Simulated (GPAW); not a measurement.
# Cl/Ni(100) in an electric field, part 2 of 2

Wanted: the out-of-plane polarisability of Cl/Ni(100).

GPAW 26.7.0; GPAW, PAW setups; slab in vacuum, relaxation (the session's first sound run).

So far. Step 8 (In a field): The dipole is now 0.0457 e Å, against 0.011 in the run without a field. Step 9 (Field on): The dipole is now 0.0802 e Å, against 0.011 in the run without a field.

## (10) Field on

The input, run.py:

```python
import json
import numpy as np
from ase import Atoms
from gpaw import GPAW, PW
from gpaw.external import ConstantElectricField

slab = Atoms(
    ['Ni', 'Ni', 'Ni', 'Ni', 'Cl'],
    positions=[
        [1.24451, 1.24451, 7.00000],
        [0.00000, 0.00000, 8.76000],
        [1.24451, 1.24451, 10.54480],
        [0.00000, -0.00000, 12.29485],
        [0.00000, 0.00000, 14.53831]],
    cell=[[2.48902, 0.0, 0.0], [0.0, 2.48902, 0.0], [0.0, 0.0, 21.653]],
    pbc=[True, True, False],
    magmoms=[0.7, 0.7, 0.7, 0.7, 0.0])

slab.calc = GPAW(mode=PW(400), xc='PBE', kpts={'size': (13, 13, 1), 'gamma': True},
                 occupations={'name': 'fermi-dirac', 'width': 0.1}, nbands='160%',
                 convergence={'density': 1e-05}, maxiter=200,
                 poissonsolver={'dipolelayer': 'xy'},
                 external=ConstantElectricField(0.3, [0, 0, 1]),
                 symmetry={'tolerance': 1e-3}, txt='slab.txt')
result = {}
energy = slab.get_potential_energy()
fermi = slab.calc.get_fermi_level()
v = slab.calc.get_electrostatic_potential().mean((0, 1)) - fermi
n = slab.calc.get_pseudo_density().mean((0, 1))
L = slab.cell[2, 2]
z = np.arange(len(v)) * L / len(v)
low, high = slab.positions[:, 2].min(), slab.positions[:, 2].max()
below, above = np.interp([low - 4.8, high + 4.8], z, v)
slopes = [np.interp(x, z, np.gradient(v, z)) for x in (low - 4.8, high + 4.8)]
eps = np.array([[slab.calc.get_eigenvalues(k, s) for k in range(len(slab.calc.get_ibz_k_points()))]
                for s in range(slab.calc.get_number_of_spins())]) - fermi
top, bottom = eps[eps < 0].max(), eps[eps > 0].min()
dipole = slab.get_dipole_moment()[2]
print(f'energy {energy:.4f} eV, Fermi level {fermi:.4f} eV, dipole {dipole:.5f} e A')
print(f'potential 4.8 A off the faces, from the Fermi level: lower {below:.4f} eV, upper {above:.4f} eV')
print(f'slope of the potential there: lower {slopes[0]:.5f}, upper {slopes[1]:.5f} eV/A')
print(f'nearest levels on the mesh: {top:.4f} and {bottom:.4f} eV')
print('magnetic moment', round(slab.get_magnetic_moment(), 3))
result.update(energy=energy, fermi=fermi, dipole=dipole, below=below, above=above, slopes=slopes, edges=[top, bottom],
              z=z.tolist(), v=v.tolist(), n=n.tolist(), positions=slab.positions.tolist(),
              forces=slab.get_forces(apply_constraint=False).tolist(), moments=slab.get_magnetic_moments().tolist())
json.dump(result, open('result.json', 'w'))
```

The run is started by

```sh
$ OMP_NUM_THREADS=1 OPENBLAS_NUM_THREADS=1 python run.py
```

The job ended after 43 min (1 thread of Arm Neoverse V1, shared host; peak memory 0.66 GiB).

Electrostatic potential energy of an electron (without an applied field's), less the Fermi level, planar mean against z:

z (Å), electrostatic potential energy of an electron (without an applied field's), less the Fermi level, planar mean (eV) and a bar from the least value:
```
      0.0        4.9 #############################
      0.5        6.6 ##############################
      1.0        6.6 ##############################
      1.5        6.6 ##############################
      2.0        6.6 ##############################
      2.5        6.6 ##############################
      3.0        6.6 ##############################
      3.5        6.6 ##############################
      4.0        6.6 ##############################
      4.5        6.5 ##############################
      5.0        6.3 ##############################
      5.5        5.6 #############################
      6.0        3.3 ###########################
      6.5       -4.7 #####################
      7.0      -14.4 #############
      7.5       -5.5 ####################
      8.0       -1.8 #######################
      8.5      -11.7 ###############
      9.0      -12.3 ##############
      9.5       -2.4 #######################
     10.0       -5.4 ####################
     10.5      -15.7 ###########
     11.0       -7.7 ##################
     11.5       -2.7 ######################
     12.0      -11.9 ###############
     12.5      -14.0 #############
     13.0       -2.8 ######################
     13.5        0.4 #########################
     14.0       -7.8 ##################
     14.5      -29.5 
     15.0      -10.7 ################
     15.5        0.7 #########################
     16.0        2.8 ###########################
     16.5        3.1 ###########################
     17.0        3.2 ###########################
     17.5        3.2 ###########################
     18.0        3.2 ###########################
     18.5        3.2 ###########################
     19.0        3.2 ###########################
     19.5        3.2 ###########################
     20.0        3.2 ###########################
     20.5        3.2 ###########################
     21.0        3.2 ###########################
     21.5        4.2 ############################
```

The dipole is now 0.115 e Å, against 0.011 in the run without a field.

## (11) The series

The members are put on one axis.

This step: induced dipole against applied field (GPAW 26.7.0).

Dipole along the normal against field:

| field (V/Å) | dipole along the normal (e·Å) |
| --- | --- |
| -0.200 | -0.0580 |
| -0.100 | -0.0235 |
| -0.050 | -0.00621 |
| 0.000 | 0.0110 |
| 0.050 | 0.0282 |
| 0.100 | 0.0457 |
| 0.200 | 0.0802 |
| 0.300 | 0.115 |

## (12) Summary of results

```json
{"work function, upper and lower face": "4.623 and 4.945 eV", "dipole along the normal": "0.0110 e Å", "induced dipole per field": "0.346 e Å per V/Å", "out-of-plane polarisability per area, α/(ε0 A)": "10.1 Å"}
```

The field induces 0.346 e Å per V/Å, a polarisable thickness α/(ε0 A) of 10.1 Å beside 7.54 Å between the outermost nuclei. A perfect conductor would give the distance between its two image planes; a dielectric of thickness t gives t(1 - 1/ε). The two faces differ by 0.32 eV, the step that the slab's dipole makes (e p/(ε0 A) gives 0.32 eV), so the dipole layer is needed. The induced dipole is linear in the field over this range. The cell of 6.20 Å² holds one Cl, started on one chosen site; other sites and coverages weren't tried. One magnetic start was tried; another order may lie lower. The in-plane lattice was kept as typed, which isn't the functional's own and leaves some strain; spin-orbit coupling and temperature are left out.

[Logs are printed without paths, hosts, clocks, repeated set-up lines and the standing remarks that a program may print on its own settings, such as how far it seeks lower states.]

[Hosts, paths, dates, database ids (printed as entryN), source tags and the programs' standing remarks are cut or masked in the printed files.]
